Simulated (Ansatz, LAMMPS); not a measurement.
# Relaxing amorphous 92HfO2-8Y2O3 (mol %) (79 atoms), part 2 of 4

Aim: bring amorphous 92HfO2-8Y2O3 (mol %) (79 atoms) to a nearby minimum of the energy and see what moves.

Ansatz 0.2.0; Kohn-Sham DFT, PBE, PAW (set soft_2), plane waves.

The cell: 23 Hf, 4 Y and 52 O. The quench rate of 50 K/ps is many orders above laboratory rates. The network of bonds at the start is that of the classical potential that made the cell. Only the Γ point is sampled in the main run, in a cell whose shortest periodic width is 10 Å. No spin–orbit coupling is included.

So far. Step 3 (Single point at the start): The r.m.s. force component of 0.41 eV/Å sets the starting point.

## Step 4: Cell and atoms relaxed

Cell and atoms are freed together, to release stress as well as forces.

Contents of input.yaml:

```yaml
crystal:
  lattice:
    - [10.3502, 0.0, 0.0]
    - [0.0, 10.3502, 0.0]
    - [0.0, 0.0, 10.3502]
  atoms:
    [... the 79 atom lines of step 3 ...]
kpoints:
  mp_grid: { grid: [1, 1, 1] }
hamiltonian:
  xc: pbe
scf:
  occupations: { method: fermi_dirac, width: 0.025 }
output:
  forces: true
relax:
  f_tol: 0.04
  max_steps: 250
  cell: {}
```

Run with:

```console
ansatz run input.yaml --threads 4 --pin off --max-ram 8192MiB --backend cpu --events-out ev --progress --plain --runs-dir out
```

Numbers of over 12 decimals in the logs are rounded to 6 here.

Log:

```text
[...]
Crystal: 79 atoms, lattice volume = 1108.782 Å³
Basis set: ecut = 420 eV, 21823 PW (Γ), exchange–correlation on 144×144×144 points (8 copies of the dense FFT grid, shifted against one another)
Bands: 573, of which v1, the nominal top of the filled ones, is band 477 counted from 1 (476 counted from 0)
Symmetry: 1 space group operations
[...]
k-points: 1
[...]
SCF iter   1: F=—  HF=-406623.671709 eV  |F-HF|=—  |Δ(HF+E_count)|=         —  Δρ=3.56e-3  dr2=1.32e-1  ethr=1.77e-3  ⟨swp⟩=5.0  Hψ=1779  notcnv=0  defer=56
[...]
SCF iter  11: F=-406623.671992 eV  HF=-406623.671991 eV  |F-HF|=5.65e-9  |Δ(HF+E_count)|=   3.00e-8  Δρ=1.42e-6  dr2=2.85e-8  ethr=1.05e-11  ⟨swp⟩=4.0  Hψ=1685  notcnv=0
SCF 1 converged in 11 iterations: F = -406623.671992 eV  dr2 = 2.85e-8
[...]
relax step   1: F+E_penalty+E_count = -406623.67199150 eV  Δ(F+E_penalty+E_count) = +0.000e0 eV  max|allowed force component| = 1.762e0 eV/Å  Δτ_max = 0.0000 Å  P = -6.947 GPa  Ω = 1108.782 Å³  (11 SCF iters, dr2 threshold 1.00e-7 eV, accepted)
[... from here on, the SCF cycles and remarks between the steps are left out ...]
relax step   2: F+E_penalty+E_count = -406625.76582487 eV  Δ(F+E_penalty+E_count) = -2.094e0 eV  max|allowed force component| = 1.140e0 eV/Å  Δτ_max = 0.1449 Å  P = +2.695 GPa  Ω = 1043.673 Å³  energy of the carried Pulay correction = +2.431e-1 eV  (9 SCF iters, dr2 threshold 7.90e-6 eV, accepted)
relax step   3: F+E_penalty+E_count = -406626.40829901 eV  Δ(F+E_penalty+E_count) = -6.425e-1 eV  max|allowed force component| = 7.329e-1 eV/Å  Δτ_max = 0.0769 Å  P = +0.390 GPa  Ω = 1059.427 Å³  energy of the carried Pulay correction = +1.830e-1 eV  (7 SCF iters, dr2 threshold 7.90e-6 eV, accepted)
relax step   4: F+E_penalty+E_count = -406626.71988482 eV  Δ(F+E_penalty+E_count) = -3.116e-1 eV  max|allowed force component| = 2.280e-1 eV/Å  Δτ_max = 0.2000 Å  P = -0.097 GPa  Ω = 1060.769 Å³  energy of the carried Pulay correction = +1.779e-1 eV  (7 SCF iters, dr2 threshold 7.90e-6 eV, accepted)
relax step   5: F+E_penalty+E_count = -406626.81446717 eV  Δ(F+E_penalty+E_count) = -9.458e-2 eV  max|allowed force component| = 2.868e-1 eV/Å  Δτ_max = 0.2000 Å  P = +0.030 GPa  Ω = 1058.131 Å³  energy of the carried Pulay correction = +1.879e-1 eV  (9 SCF iters, dr2 threshold 3.25e-6 eV, accepted)
relax step   6: F+E_penalty+E_count = -406626.87181468 eV  Δ(F+E_penalty+E_count) = -5.735e-2 eV  max|allowed force component| = 2.775e-1 eV/Å  Δτ_max = 0.1260 Å  P = -0.068 GPa  Ω = 1056.828 Å³  energy of the carried Pulay correction = +1.928e-1 eV  (7 SCF iters, dr2 threshold 5.14e-6 eV, accepted)
relax step   7: F+E_penalty+E_count = -406626.89336652 eV  Δ(F+E_penalty+E_count) = -2.155e-2 eV  max|allowed force component| = 1.193e-1 eV/Å  Δτ_max = 0.0739 Å  P = -0.013 GPa  Ω = 1055.174 Å³  energy of the carried Pulay correction = +1.991e-1 eV  (7 SCF iters, dr2 threshold 4.81e-6 eV, accepted)
relax step   8: F+E_penalty+E_count = -406626.90327128 eV  Δ(F+E_penalty+E_count) = -9.905e-3 eV  max|allowed force component| = 9.769e-2 eV/Å  Δτ_max = 0.2000 Å  P = +0.061 GPa  Ω = 1055.864 Å³  energy of the carried Pulay correction = +1.965e-1 eV  (9 SCF iters, dr2 threshold 8.90e-7 eV, accepted)
relax step   9: F+E_penalty+E_count = -406626.90629429 eV  Δ(F+E_penalty+E_count) = -3.023e-3 eV  max|allowed force component| = 7.851e-2 eV/Å  Δτ_max = 0.0326 Å  P = -0.030 GPa  Ω = 1057.159 Å³  energy of the carried Pulay correction = +1.916e-1 eV  (7 SCF iters, dr2 threshold 5.96e-7 eV, accepted)
relax step  10: F+E_penalty+E_count = -406626.92004835 eV  Δ(F+E_penalty+E_count) = -1.375e-2 eV  max|allowed force component| = 8.498e-2 eV/Å  Δτ_max = 0.2000 Å  P = -0.064 GPa  Ω = 1060.243 Å³  energy of the carried Pulay correction = +1.799e-1 eV  (9 SCF iters, dr2 threshold 3.85e-7 eV, accepted)
relax step  11: F+E_penalty+E_count = -406626.89290137 eV  Δ(F+E_penalty+E_count) = +2.715e-2 eV  max|allowed force component| = 5.337e-1 eV/Å  Δτ_max = 0.1951 Å  P = -0.178 GPa  Ω = 1061.403 Å³  energy of the carried Pulay correction = +1.755e-1 eV  (9 SCF iters, dr2 threshold 4.51e-7 eV, rejected (line search))
relax step  12: F+E_penalty+E_count = -406626.93490443 eV  Δ(F+E_penalty+E_count) = -1.486e-2 eV  max|allowed force component| = 1.435e-1 eV/Å  Δτ_max = 0.0976 Å  P = -0.024 GPa  Ω = 1059.348 Å³  energy of the carried Pulay correction = +1.833e-1 eV  (13 SCF iters, accepted)
relax step  13: F+E_penalty+E_count = -406626.94220503 eV  Δ(F+E_penalty+E_count) = -7.301e-3 eV  max|allowed force component| = 7.872e-2 eV/Å  Δτ_max = 0.0531 Å  P = +0.035 GPa  Ω = 1059.281 Å³  energy of the carried Pulay correction = +1.835e-1 eV  (7 SCF iters, dr2 threshold 1.29e-6 eV, accepted)
relax step  14: F+E_penalty+E_count = -406626.93452107 eV  Δ(F+E_penalty+E_count) = +7.684e-3 eV  max|allowed force component| = 7.669e-2 eV/Å  Δτ_max = 0.1500 Å  P = -0.086 GPa  Ω = 1061.312 Å³  energy of the carried Pulay correction = +1.758e-1 eV  (9 SCF iters, dr2 threshold 3.87e-7 eV, accepted)
relax step  15: F+E_penalty+E_count = -406626.95070839 eV  Δ(F+E_penalty+E_count) = -1.619e-2 eV  max|allowed force component| = 3.835e-2 eV/Å  Δτ_max = 0.0604 Å  P = +0.012 GPa  Ω = 1059.464 Å³  energy of the carried Pulay correction = +1.828e-1 eV  (8 SCF iters, dr2 threshold 3.68e-7 eV, accepted)
relax step  16: F+E_penalty+E_count = -406626.82032029 eV  Δ(F+E_penalty+E_count) = +1.304e-1 eV  max|allowed force component| = 3.800e-2 eV/Å  Δτ_max = 0.0000 Å  P = -0.188 GPa  Ω = 1059.464 Å³  stress off target by 3.80e-1 GPa  SCF on the basis re-selected at this cell (its energy is not comparable with the rows above)  (8 SCF iters)
relax step  17: F+E_penalty+E_count = -406626.83019247 eV  Δ(F+E_penalty+E_count) = -9.872e-3 eV  max|allowed force component| = 2.236e-2 eV/Å  Δτ_max = 0.0200 Å  P = -0.009 GPa  Ω = 1057.925 Å³  energy of the carried Pulay correction = +6.079e-3 eV  (7 SCF iters, dr2 threshold 3.62e-7 eV, accepted)
relax step  18: F+E_penalty+E_count = -406626.82623258 eV  Δ(F+E_penalty+E_count) = +3.960e-3 eV  max|allowed force component| = 2.235e-2 eV/Å  Δτ_max = 0.0000 Å  P = -0.015 GPa  Ω = 1057.925 Å³  stress off target by 2.00e-2 GPa  SCF on the basis re-selected at this cell (its energy is not comparable with the rows above)  (7 SCF iters)
[...]
SCF converged after 7 iterations
Free energy (F): -406626.826233 eV
[...]
Internal energy: -406626.826233 eV  (E = F + TS)
E sigma→0 (E₀):  -406626.826233 eV
Fermi energy:    13.021302 eV
[...]
--- Forces (eV/Å), atoms counted from 1 ---
  atom   1  Hf    -0.00706997     0.01114663     0.00255016
  atom   2  Hf     0.00354888    -0.00536729     0.00344240
  atom   3  Hf     0.00170411     0.00259736     0.00401887
  atom   4  Hf     0.01197235     0.00265610     0.00240872
  atom   5  Hf     0.02235127    -0.01692656     0.00254164
  atom   6  Hf     0.00082697     0.00171790     0.01132825
  atom   7  Hf    -0.00201581     0.00915528    -0.00054461
  atom   8  Hf     0.00489537     0.00441339     0.00620785
  atom   9  Hf    -0.01274232    -0.01004682     0.00463846
  atom  10  Hf     0.00490101    -0.00508452     0.00205822
  atom  11  Hf     0.00733824     0.00068332    -0.01037725
  atom  12  Hf    -0.01022213     0.00860229     0.00034401
  atom  13  Hf    -0.00584155     0.00603439     0.01380390
  atom  14  Hf    -0.00538913    -0.00040979    -0.00302532
[...]
atom  78  O     -0.00478814     0.00678021    -0.00326882
  atom  79  O      0.00175310     0.00092397     0.00144821
  max |Σ_I F_I| component: 1.40e-6 eV/Å
--- Stress (GPa, compression-positive) ---
       -0.009999       0.004063      -0.001855
        0.004063      -0.015575      -0.000633
       -0.001855      -0.000633      -0.019628
  P = ⅓ Tr σ = -0.0151 GPa (-0.151 kbar)
--- Relaxed structure (16 steps of the walk, 15 accepted, 2 SCFs on fresh bases) ---
  F+E_penalty+E_count = -406626.82623258 eV   max|allowed force component| = 2.235e-2 eV/Å   (the final SCF, on the basis selected at the relaxed cell)
  cell:  # Å, volume = 1057.9252 Å³
    - [10.262640, 0.042727, -0.209253]
    - [0.042727, 10.018102, 0.248471]
    - [-0.209253, 0.248471, 10.300538]
  atoms:
    - { symbol: Hf, position: [0.670672, 0.402239, 0.610191] }
    - { symbol: Hf, position: [0.431550, 0.828272, 0.594540] }
    - { symbol: Hf, position: [0.128437, 0.079286, 0.568015] }
    - { symbol: Hf, position: [0.346087, 0.503489, 0.415068] }
[...]
- { symbol: O, position: [0.968844, 0.639996, 0.468771] }
```

The job ended after 12 min (4 threads of Arm Neoverse N1, shared host; peak memory 1.9 GiB).

The steps of the relaxation:

| step | energy less that of the first step (eV) | largest force component (eV/Å) | pressure (GPa) | volume (Å³) |
| --- | --- | --- | --- | --- |
| 1 | 0.0000 | 1.7616 | -6.95 | 1108.78 |
| 2 | -2.0938 | 1.1400 | 2.70 | 1043.67 |
| 3 | -2.7363 | 0.7329 | 0.39 | 1059.43 |
| 4 | -3.0479 | 0.2280 | -0.10 | 1060.77 |
| 5 | -3.1425 | 0.2868 | 0.03 | 1058.13 |
| 6 | -3.1998 | 0.2775 | -0.07 | 1056.83 |
| 7 | -3.2214 | 0.1193 | -0.01 | 1055.17 |
| 8 | -3.2313 | 0.0977 | 0.06 | 1055.86 |
| 9 | -3.2343 | 0.0785 | -0.03 | 1057.16 |
| 10 | -3.2481 | 0.0850 | -0.06 | 1060.24 |
| 11 | -3.2209 | 0.5337 | -0.18 | 1061.40 |
| 12 | -3.2629 | 0.1435 | -0.02 | 1059.35 |
| 13 | -3.2702 | 0.0787 | 0.04 | 1059.28 |
| 14 | -3.2625 | 0.0767 | -0.09 | 1061.31 |
| 15 | -3.2787 | 0.0383 | 0.01 | 1059.46 |
| 16* | -3.1483 | 0.0380 | -0.19 | 1059.46 |
| 17 | -3.1582 | 0.0224 | -0.01 | 1057.93 |
| 18* | -3.1542 | 0.0224 | -0.02 | 1057.93 |

Relaxation steps marked * repeat the geometry before them on a plane-wave basis chosen anew for their cell, so energy and pressure can jump there. Relaxation step 11 was tried and not accepted.

| cell as run | before | after | change |
| --- | --- | --- | --- |
| a (Å) | 10.350 | 10.265 | -0.8 % |
| b (Å) | 10.350 | 10.021 | -3.2 % |
| c (Å) | 10.350 | 10.306 | -0.4 % |
| α (°) | 90.00 | 87.20 | -3.1 % |
| β (°) | 90.00 | 92.33 | +2.6 % |
| γ (°) | 90.00 | 89.55 | -0.5 % |
| volume (Å³/atom) | 14.04 | 13.39 | -4.6 % |

The atoms that moved most (Å, as changes of fractional coordinates times the final cell):

| atom | dx | dy | dz | length |
| --- | --- | --- | --- | --- |
| O34 | 0.340 | -0.200 | 0.502 | 0.639 |
| O61 | 0.309 | 0.454 | -0.145 | 0.568 |
| O60 | 0.442 | 0.107 | 0.329 | 0.561 |
| O64 | -0.139 | 0.322 | 0.271 | 0.444 |
| O71 | 0.089 | 0.392 | 0.083 | 0.411 |
| Hf2 | 0.002 | -0.041 | -0.355 | 0.358 |
| Hf7 | -0.282 | 0.058 | -0.193 | 0.346 |
| O48 | 0.303 | -0.065 | 0.040 | 0.313 |

The relaxation changed the energy by -39.9 meV/atom, and atoms moved by 0.21 Å r.m.s., 0.64 Å at most.

## Step 5: Structure statistics after relaxation

Bonds before and after, by the cutoffs listed below:

| pair | bonds before | bonds after | mean before (Å) | mean after (Å) | spread before (Å) | spread after (Å) |
| --- | --- | --- | --- | --- | --- | --- |
| O-Hf | 139 | 140 | 2.144 | 2.127 | 0.075 | 0.107 |
| O-Y | 22 | 25 | 2.362 | 2.365 | 0.124 | 0.153 |

Density 8.31 g/cm³, 13.39 Å³ an atom.

g(r), total and by pair (bins of 0.2 Å):

| r (Å) | total | O-O | O-Hf | O-Y | Hf-Hf | Hf-Y | Y-Y |
| --- | --- | --- | --- | --- | --- | --- | --- |
| 1.90 | 0.32 | 0.00 | 0.82 | 0.00 | 0.00 | 0.00 | 0.00 |
| 2.10 | 3.31 | 0.00 | 8.57 | 0.43 | 0.00 | 0.00 | 0.00 |
| 2.30 | 0.96 | 0.00 | 1.30 | 6.93 | 0.00 | 0.00 | 0.00 |
| 2.50 | 0.47 | 0.72 | 0.29 | 0.68 | 0.00 | 0.00 | 0.00 |
| 2.70 | 1.00 | 2.14 | 0.00 | 1.12 | 0.00 | 0.00 | 0.00 |
| 2.90 | 1.15 | 2.59 | 0.04 | 0.00 | 0.18 | 0.00 | 0.00 |
| 3.10 | 1.10 | 2.06 | 0.22 | 0.61 | 0.98 | 0.00 | 0.00 |
| 3.30 | 0.91 | 1.09 | 0.32 | 0.91 | 2.44 | 1.67 | 0.00 |
| 3.50 | 0.82 | 0.77 | 0.48 | 0.34 | 1.93 | 3.75 | 4.36 |
| 3.70 | 0.97 | 0.74 | 0.95 | 0.59 | 2.33 | 1.60 | 0.00 |
| 3.90 | 1.06 | 0.63 | 1.10 | 0.79 | 2.50 | 3.33 | 0.00 |
| 4.10 | 1.02 | 0.99 | 1.02 | 1.21 | 0.75 | 1.39 | 3.17 |
| 4.30 | 0.94 | 0.66 | 1.43 | 1.22 | 0.18 | 0.24 | 2.95 |
| 4.50 | 0.94 | 0.76 | 1.36 | 0.69 | 0.24 | 0.91 | 0.00 |
| 4.70 | 1.04 | 0.62 | 1.61 | 1.28 | 0.58 | 0.62 | 0.00 |
| 4.90 | 1.04 | 0.84 | 1.31 | 1.52 | 0.59 | 0.76 | 0.00 |

Bonds by pair of elements; cutoffs follow the first minimum of g(r), held within bounds set by covalent radii, and pairs that aren't listed don't count as bonded:

| pair A-B | cutoff (Å) | bonds | mean length (Å) | spread (Å) | shortest (Å) | B about A | A about B |
| --- | --- | --- | --- | --- | --- | --- | --- |
| O-Hf | 2.82 | 140 | 2.13 | 0.107 | 1.92 | 2.69 | 6.09 |
| O-Y | 3 | 25 | 2.37 | 0.153 | 2.19 | 0.481 | 6.25 |

How many atoms have how many bonded neighbours:

| element | mean | 2 | 3 | 4 | 5 | 6 | 7 |
| --- | --- | --- | --- | --- | --- | --- | --- |
| Hf | 6.09 | 0 | 0 | 0 | 1 | 19 | 3 |
| O | 3.17 | 3 | 37 | 12 | 0 | 0 | 0 |
| Y | 6.25 | 0 | 0 | 0 | 1 | 1 | 2 |

Bond angles (no mean is given where the spread exceeds 20°):

| angle | count | mean (°) | spread (°) |
| --- | --- | --- | --- |
| O-Hf-O | 358 | - | - |
| Hf-O-Hf | 126 | 115 | 18 |
| O-Y-O | 67 | - | - |
| Hf-O-Y | 57 | 114 | 19.9 |
| Y-O-Y | 3 | 99.7 | 11.5 |

Bond length by coordination (bonds to H left out):

| element | coordination | atoms | mean bond length (Å) |
| --- | --- | --- | --- |
| Hf | 5 | 1 | 2.06 |
| Hf | 6 | 19 | 2.12 |
| Hf | 7 | 3 | 2.17 |
| O | 2 | 3 | 1.97 |
| O | 3 | 37 | 2.13 |
| O | 4 | 12 | 2.26 |
| Y | 5 | 1 | 2.29 |
| Y | 6 | 1 | 2.35 |
| Y | 7 | 2 | 2.40 |

For some of the pairs, g(r) has its first main peak near 2.9 Å (O-O), 2.1 Å (O-Hf) and 2.3 Å (O-Y). With the cutoffs above, 83 % of Hf atoms have 6, 71 % of O atoms have 3 and 50 % of Y atoms have 7 bonded neighbours.

(Continued in part 3 of 4.)

[Logs are printed without paths, hosts, clocks, repeated set-up lines and the standing remarks that a program may print on its own settings, such as how far it seeks lower states.]

[Hosts, paths, dates, database ids (printed as entryN), source tags and the programs' standing remarks are cut or masked in the printed files.]
